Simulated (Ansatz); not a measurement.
## KMgF3 (Pm-3m): Grüneisen parameters

Does KMgF3 (Pm-3m) expand much on heating, by its phonons?

Calculated with Ansatz 0.2.0; DFT PBEsol, scalar-relativistic, plane waves, PAW; PAW set soft_1.

This is a report of a sequence of runs, with most program output left out.

### 1. Set-up

It takes space group Pm-3m (No. 221, cubic). The conventional cell has a = 3.992 Å, b = 3.992 Å, c = 3.992 Å, α = 90.00°, β = 90.00°, γ = 90.00°. K has 12 F at 2.82 Å nearest. Nearest to Mg lie 6 F at 2.00 Å. F has 2 Mg at 2.00 Å and 4 K at 2.82 Å nearest. Farther neighbours and most contacts between anions are not listed.

Structure file:

```cif
data_structure
_symmetry_space_group_name_H-M 'Pm-3m'
_symmetry_Int_Tables_number 221
_cell_length_a 3.9922
_cell_length_b 3.9922
_cell_length_c 3.9922
_cell_angle_alpha 90.000
_cell_angle_beta 90.000
_cell_angle_gamma 90.000
_cell_volume 63.63
loop_
_atom_site_label
_atom_site_type_symbol
_atom_site_symmetry_multiplicity
_atom_site_Wyckoff_symbol
_atom_site_fract_x
_atom_site_fract_y
_atom_site_fract_z
_atom_site_occupancy
K1 K 1 b 0.50000 0.50000 0.50000 1
Mg1 Mg 1 a 0.00000 0.00000 0.00000 1
F1 F 3 d 0.50000 0.00000 0.00000 1
```

### 2. Response at finite wavevector

The cell comes from relaxations at this level that are not shown. Stability and thermal properties need the whole zone. Linear response on a 4×4×4 q mesh gives force constants as far as a supercell of that size would, and the tensors from the zone-centre run are typed in so that the long-range dipole term is interpolated apart.

The input, input.yaml:

```yaml
crystal:
  lattice:
    - [3.9921938027, 0.0, 0.0]
    - [0.0, 3.9921938027, 0.0]
    - [0.0, 0.0, 3.9921938027]
  atoms:
    - { symbol: K, position: [0.5, 0.5, 0.5] }
    - { symbol: Mg, position: [0.0, 0.0, 0.0] }
    - { symbol: F, position: [0.5, 0.0, 0.0] }
    - { symbol: F, position: [0.0, 0.5, 0.0] }
    - { symbol: F, position: [0.0, 0.0, 0.5] }
kpoints:
  mp_grid: { grid: [8, 8, 8] }
hamiltonian:
  xc: pbesol
  pseudopotentials: { kind: paw, azcp: { folder: soft_1 }, xc_functional: pbe }
scf:
  occupations: { method: fixed }
output:
  eigenvalues: true
phonons:
  method: dfpt
  qmesh: [4, 4, 4]
  temperatures: { t_max: 1000, t_step: 50 }
  qpath:
    path:
      - [[0.0, 0.0, 0.0], [0.0, 0.5, 0.0], [0.5, 0.5, 0.0], [0.0, 0.0, 0.0], [0.5, 0.5, 0.5], [0.0, 0.5, 0.0]]
      - [[0.5, 0.5, 0.5], [0.5, 0.5, 0.0]]
    npoints: 10
  non_analytic_term:
    high_frequency_dielectric_tensor: [[2.1181, 0.0, 0.0], [0.0, 2.1181, 0.0], [0.0, 0.0, 2.1181]]
    born_effective_charges:
      - { species: K, tensor: [[1.1898, 0.0, 0.0], [0.0, 1.1898, 0.0], [0.0, 0.0, 1.1898]] }
      - { species: Mg, tensor: [[2.0024, 0.0, 0.0], [0.0, 2.0024, 0.0], [0.0, 0.0, 2.0024]] }
      - { species: F, tensor: [[-1.2763, 0.0, 0.0], [0.0, -0.9579, 0.0], [0.0, 0.0, -0.9579]] }
      - { species: F, tensor: [[-0.9579, 0.0, 0.0], [0.0, -1.2763, 0.0], [0.0, 0.0, -0.9579]] }
      - { species: F, tensor: [[-0.9579, 0.0, 0.0], [0.0, -0.9579, 0.0], [0.0, 0.0, -1.2763]] }
    source: "zone-centre run at this cell"
```

Started as:

```bash
$ ansatz run input.yaml --threads 4 --pin off --max-ram 10240MiB --backend cpu --events-out ev --progress --plain --runs-dir out
```

Wall time 12 min (4 threads of Arm Neoverse V1, shared host); peak memory 2 GiB.

This step gave:

- gap on the k-mesh: 7.111 eV
- volume per atom: 12.73 Å³
- sum-rule residual before enforcement: 0.001259 eV/Å²
- lowest frequency on the path: 0 cm⁻¹
- point group: m-3m
- highest frequency on the path or at a solved wavevector: 552 cm⁻¹
- mean frequency: 253.1 cm⁻¹
- Debye temperature (second moment): 528 K
- logarithmic mean frequency: 221 cm⁻¹
- highest optical mode at the zone centre (no LO-TO term): 461.4 cm⁻¹
- lowest optical zone-centre mode: 142.1 cm⁻¹
- lowest mode on the q mesh (acoustic modes at Γ apart): 73.55 cm⁻¹
- zero-point energy per atom: 47.08 meV
- heat capacity at 300 K: 21.66 J/(mol atoms K)
- vibrational entropy at 300 K: 25.27 J/(mol atoms K)

Frequencies (cm⁻¹) solved at each irreducible wavevector; negative means imaginary. Frequencies by wavevector, by row:

```tsv
q in reciprocal lattice units	star	mode 1	mode 2	mode 3	mode 4	mode 13	mode 14	mode 15
0 0 0	1	0	0	0	142.1	461.4	461.4	461.4
0 0 0.25	6	73.5	73.5	119.4	139.1	460.4	460.4	523.8
0 0 -0.5	3	116.4	116.4	124.5	124.5	450.7	459.3	459.3
0 0.25 0.25	12	96.5	99.8	138.1	144.9	425.2	459.4	524.4
0 0.25 -0.5	12	115.8	119.5	132.8	140.8	430.2	458.4	487.8
0 -0.5 -0.5	3	85.8	115.3	129.6	129.6	408.5	457.4	470.2
0.25 0.25 0.25	8	107.7	107.7	133.8	141.4	424.3	424.3	529
0.25 0.25 -0.5	12	120.6	121.1	129.8	133.2	415	423.5	508.4
0.25 -0.5 -0.5	6	84	126.3	128.7	128.7	399	402.7	500
-0.5 -0.5 -0.5	1	82	82	82	136.4	388.5	388.5	494.7
```

Symmetry leaves 10 wavevectors to solve. The lowest mode among them, the acoustic zeros apart, lies at q = (0, 0, 0.25) and is real, 73.5 cm⁻¹.

### 3. Relaxing at another volume, volume ratio 0.97

The volume is scaled by 0.97 and held; symmetry leaves nothing to relax, so this is a single point. The modes can then be followed against volume.

input.yaml, the sections that differ from step 2:

```yaml
crystal:
  lattice:
    - [3.9518658555, 0.0, 0.0]
    - [0.0, 3.9518658555, 0.0]
    - [0.0, 0.0, 3.9518658555]
  atoms:
    - { symbol: K, position: [0.5, 0.5, 0.5] }
    - { symbol: Mg, position: [0.0, 0.0, 0.0] }
    - { symbol: F, position: [0.5, 0.0, 0.0] }
    - { symbol: F, position: [0.0, 0.5, 0.0] }
    - { symbol: F, position: [0.0, 0.0, 0.5] }
output:
  forces: true
  stress: true
  eigenvalues: true
# kpoints, hamiltonian, scf: as in step 2
# phonons: removed
```

It took 1.2 s on 4 threads; peak memory 0.35 GiB.

This step gave:

```yaml
pressure: 2.356 GPa
gap_on_the_k_mesh: 7.338 eV
volume_per_atom: 12.34 Å³
direct_gap_on_mesh: 7.661 eV
```

At this level the gap is 7.34 eV on the k-mesh of the self-consistent run, which can miss the band edges.

### 4. Phonons at the other volume, volume ratio 0.97

The phonons are repeated at this volume on the same k and q meshes.

input.yaml, as its differences from that of step 3:

```diff
@@ -19,4 +19,13 @@
 output:
-  forces: true
-  stress: true
   eigenvalues: true
+phonons:
+  method: dfpt
+  dielectric: true
+  rigid_motions: translations
+  qmesh: [4, 4, 4]
+  temperatures: { t_max: 1000, t_step: 50 }
+  qpath:
+    path:
+      - [[0.0, 0.0, 0.0], [0.0, 0.5, 0.0], [0.5, 0.5, 0.0], [0.0, 0.0, 0.0], [0.5, 0.5, 0.5], [0.0, 0.5, 0.0]]
+      - [[0.5, 0.5, 0.5], [0.5, 0.5, 0.0]]
+    npoints: 10
```

Wall time 12 min (4 threads); peak memory 2 GiB; 47 min of CPU time.

This step gave:

- sum-rule residual before enforcement: 0.001206 eV/Å²
- miss of the charge sum rule: 3.51e-6 e
- highest frequency on the path or at a solved wavevector: 580.4 cm⁻¹
- mean frequency: 264.9 cm⁻¹
- Debye temperature (second moment): 554 K
- logarithmic mean frequency: 230.9 cm⁻¹
- highest optical mode at the zone centre (no LO-TO term): 496.1 cm⁻¹
- lowest optical zone-centre mode: 154.2 cm⁻¹
- mean high-frequency dielectric constant: 2.133
- largest Born charge (third of the trace): 1.993 e
- mean static dielectric constant: 6.551
- top of the zone-centre spectrum with the field: 580.4 cm⁻¹
- lowest mode on the q mesh (acoustic modes at Γ apart): 75.83 cm⁻¹
- zero-point energy per atom: 49.26 meV
- heat capacity at 300 K: 21.39 J/(mol atoms K)
- vibrational entropy at 300 K: 24.34 J/(mol atoms K)

Frequencies (cm⁻¹) solved at each irreducible wavevector; negative means imaginary. Frequencies by wavevector, by row:

```tsv
q in reciprocal lattice units	star	mode 1	mode 2	mode 3	mode 4	mode 13	mode 14	mode 15
0 0 0	1	0	0	0	154.2	496.1	496.1	496.1
0 0 0.25	6	75.8	75.8	126.2	149.8	495.1	495.1	549.2
0 0 -0.5	3	124.4	124.4	129.5	129.5	463.1	494.1	494.1
0 0.25 0.25	12	102	103.8	146.5	153.4	457.4	494.2	550.9
0 0.25 -0.5	12	124.4	124.7	139.6	149.2	443.2	493.2	514.6
0 -0.5 -0.5	3	86	124.4	139.3	139.3	422.8	492.3	493.3
0.25 0.25 0.25	8	113.5	113.5	143	144.5	456.5	456.5	556
0.25 0.25 -0.5	12	123.5	128.8	137.9	138.5	428.9	455.7	535.2
0.25 -0.5 -0.5	6	83.9	131.9	131.9	135.5	414.1	432.3	525.5
-0.5 -0.5 -0.5	1	81.7	81.7	81.7	145.6	404.9	404.9	517.6
```

The highest optical mode at the zone centre (no LO-TO term) is 496.1 cm⁻¹, +34.7 cm⁻¹ against the base run.

### 5. Relaxing at another volume, volume ratio 1.03

The volume is scaled by 1.03 and held; symmetry leaves nothing to relax, so this is a single point. The modes can then be followed against volume.

input.yaml, the sections that differ from step 4:

```yaml
crystal:
  lattice:
    - [4.0317230448, 0.0, 0.0]
    - [0.0, 4.0317230448, 0.0]
    - [0.0, 0.0, 4.0317230448]
  atoms:
    - { symbol: K, position: [0.5, 0.5, 0.5] }
    - { symbol: Mg, position: [0.0, 0.0, 0.0] }
    - { symbol: F, position: [0.5, 0.0, 0.0] }
    - { symbol: F, position: [0.0, 0.5, 0.0] }
    - { symbol: F, position: [0.0, 0.0, 0.5] }
output:
  forces: true
  stress: true
  eigenvalues: true
# kpoints, hamiltonian, scf: as in step 4
# phonons: removed
```

Run time: 1.2 s. Hardware: 4 threads; peak memory 0.35 GiB; 4.3 s of CPU time.

This step gave:

```
pressure           : -1.996 GPa
gap on the k-mesh  : 6.899 eV
volume per atom    : 13.11 Å³
direct gap on mesh : 7.221 eV
```

The run ends at a pressure of -2.00 GPa.

### 6. Phonons at the other volume, volume ratio 1.03

input.yaml, as its differences from that of step 5:

```diff
@@ -19,4 +19,13 @@
 output:
-  forces: true
-  stress: true
   eigenvalues: true
+phonons:
+  method: dfpt
+  dielectric: true
+  rigid_motions: translations
+  qmesh: [4, 4, 4]
+  temperatures: { t_max: 1000, t_step: 50 }
+  qpath:
+    path:
+      - [[0.0, 0.0, 0.0], [0.0, 0.5, 0.0], [0.5, 0.5, 0.0], [0.0, 0.0, 0.0], [0.5, 0.5, 0.5], [0.0, 0.5, 0.0]]
+      - [[0.5, 0.5, 0.5], [0.5, 0.5, 0.0]]
+    npoints: 10
```

Run time: 12 min. Hardware: 4 threads; peak memory 2 GiB.

Numbers from this step:

| Quantity | Value |
| --- | --- |
| sum-rule residual before enforcement | 0.001255 eV/Å² |
| miss of the charge sum rule | 6.05e-6 e |
| highest frequency on the path or at a solved wavevector | 525.8 cm⁻¹ |
| mean frequency | 242 cm⁻¹ |
| Debye temperature (second moment) | 504 K |
| logarithmic mean frequency | 211.5 cm⁻¹ |
| highest optical mode at the zone centre (no LO-TO term) | 428.2 cm⁻¹ |
| lowest optical zone-centre mode | 130.6 cm⁻¹ |
| mean high-frequency dielectric constant | 2.104 |
| largest Born charge (third of the trace) | 2.012 e |
| mean static dielectric constant | 7.736 |
| top of the zone-centre spectrum with the field | 525.8 cm⁻¹ |
| lowest mode on the q mesh (acoustic modes at Γ apart) | 71.34 cm⁻¹ |
| zero-point energy per atom | 45.01 meV |
| heat capacity at 300 K | 21.90 J/(mol atoms K) |
| vibrational entropy at 300 K | 26.23 J/(mol atoms K) |

The highest optical mode at the zone centre (no LO-TO term) is 428.2 cm⁻¹, -33.2 cm⁻¹ against the base run.

### 7. Grüneisen parameters

The Grüneisen parameter of a mode is minus the logarithmic change of its frequency with volume, −d ln ω / d ln V; weighted by heat capacity it gives the expansion.

This step gave:

| Property | Result |
| --- | --- |
| bulk modulus | 72.5 GPa |

Phonon branches along the path, in cm⁻¹:

```tsv
point	branch 1	branch 2	branch 3	branch 4	branch 12	branch 13	branch 14	branch 15
Γ	0	0	0	142	339	461	461	552
halfway	74	74	119	139	360	460	460	524
X	116	116	124	124	438	451	459	459
halfway	116	120	133	141	388	430	458	488
M	86	115	130	130	408	408	457	470
halfway	96	100	138	145	358	425	459	524
Γ	0	0	0	142	339	461	461	552
halfway	108	108	134	141	353	424	424	529
R	82	82	82	136	388	388	388	495
halfway	121	121	130	133	378	415	424	508
X	116	116	124	124	438	451	459	459
jump to R	82	82	82	136	388	388	388	495
halfway	84	126	129	129	399	399	403	500
M	86	115	130	130	408	408	457	470
```

The same for volume x 0.97:

```tsv
point	branch 1	branch 2	branch 3	branch 4	branch 12	branch 13	branch 14	branch 15
Γ	0	0	0	154	346	496	496	580
X	124	124	130	130	461	463	494	494
M	86	124	139	139	423	423	492	493
Γ	0	0	0	154	346	496	496	580
R	82	82	82	146	405	405	405	518
X	124	124	130	130	461	463	494	494
R	82	82	82	146	405	405	405	518
M	86	124	139	139	423	423	492	493
```

The same for volume x 1.03:

```tsv
point	branch 1	branch 2	branch 3	branch 4	branch 12	branch 13	branch 14	branch 15
Γ	0	0	0	131	332	428	428	526
X	108	108	120	120	416	426	426	439
M	86	107	120	120	395	395	424	448
Γ	0	0	0	131	332	428	428	526
R	82	82	82	127	373	373	373	473
X	108	108	120	120	416	426	426	439
R	82	82	82	127	373	373	373	473
M	86	107	120	120	395	395	424	448
```

Mode Grueneisen parameter -dln(w)/dln(V), modes matched by rank; at Γ the acoustic branches take the value of a neighbouring point of the path. The mode Grüneisen parameters at the labelled points ():

```tsv
point	branch 1	branch 2	branch 3	branch 4	branch 12	branch 13	branch 14	branch 15
Γ	0.63	0.63	2.06	2.77	0.71	2.45	2.45	1.65
halfway	1.02	1.02	1.86	2.52	0.80	2.46	2.46	1.55
X	2.29	2.29	1.28	1.28	1.70	1.40	2.47	1.95
halfway	2.43	1.67	1.46	1.97	2.38	0.97	2.48	1.77
M	0.06	2.57	2.46	2.46	1.12	1.12	2.50	1.59
halfway	1.88	1.39	1.98	1.93	0.71	2.47	2.47	1.62
Γ	0.82	2.01	1.65	2.77	0.71	2.45	2.45	1.65
halfway	1.80	1.80	2.24	1.26	0.66	2.47	2.47	1.65
R	-0.16	-0.16	-0.16	2.24	1.36	1.36	1.36	1.50
halfway	1.50	1.73	1.84	1.59	2.40	1.47	2.08	1.70
X	2.29	2.29	1.28	1.28	1.70	1.40	2.47	1.95
jump to R	-0.16	-0.16	-0.16	2.24	1.36	1.36	1.36	1.50
halfway	-0.04	1.93	1.07	1.52	1.69	1.21	1.93	1.64
M	0.06	2.57	2.46	2.46	1.12	1.12	2.50	1.59
```

(dS/dlnV)/C_V. The thermodynamic Grueneisen parameter by temperature:

```tsv
temperature (K)	thermodynamic Grueneisen parameter
50	1.58
100	1.47
150	1.45
200	1.45
250	1.45
300	1.46
350	1.46
400	1.46
450	1.46
500	1.46
550	1.46
600	1.46
650	1.47
700	1.47
750	1.47
800	1.47
850	1.47
900	1.47
950	1.47
1000	1.47
```

Gamma C_V/(B V) at the static volume. Table of volume expansion by temperature:

```tsv
temperature (K)	volume expansion (1e-6/K)
50	11.5
100	29.6
150	41.2
200	48.7
250	53.5
300	56.7
350	58.9
400	60.4
450	61.5
500	62.2
550	62.9
600	63.3
650	63.7
700	64
750	64.2
800	64.5
850	64.6
900	64.8
950	64.9
1000	65.0
```

### 8. Summary of results

```yaml
bulk_modulus: 72.5 GPa
gap_deformation_potential: -7.32 eV
thermodynamic_grueneisen_parameter_at_300_k: 1.455
volume_expansion_at_300_k_estimated: 56.71 × 10⁻⁶ K⁻¹
```

By this estimate the volume grows by 56.7 × 10⁻⁶ per kelvin at 300 K. Without the field, the highest optical mode at Γ goes from 496 to 428 cm⁻¹ as the cell grows, a Grüneisen parameter of 2.45. Mode parameters on the path run from -0.16 to 2.8, with a median of 1.4. Branches are matched by rank, so values near crossings are rough. The expansion is the Grüneisen estimate at the static volume, with the static bulk modulus. The PAW files were made for PBE and serve the other functionals too.

[Logs are printed without paths, hosts, clocks, repeated set-up lines and the standing remarks that a program may print on its own settings, such as how far it seeks lower states.]

[Hosts, paths, dates, database ids (printed as entryN), source tags and the programs' standing remarks are cut or masked in the printed files.]
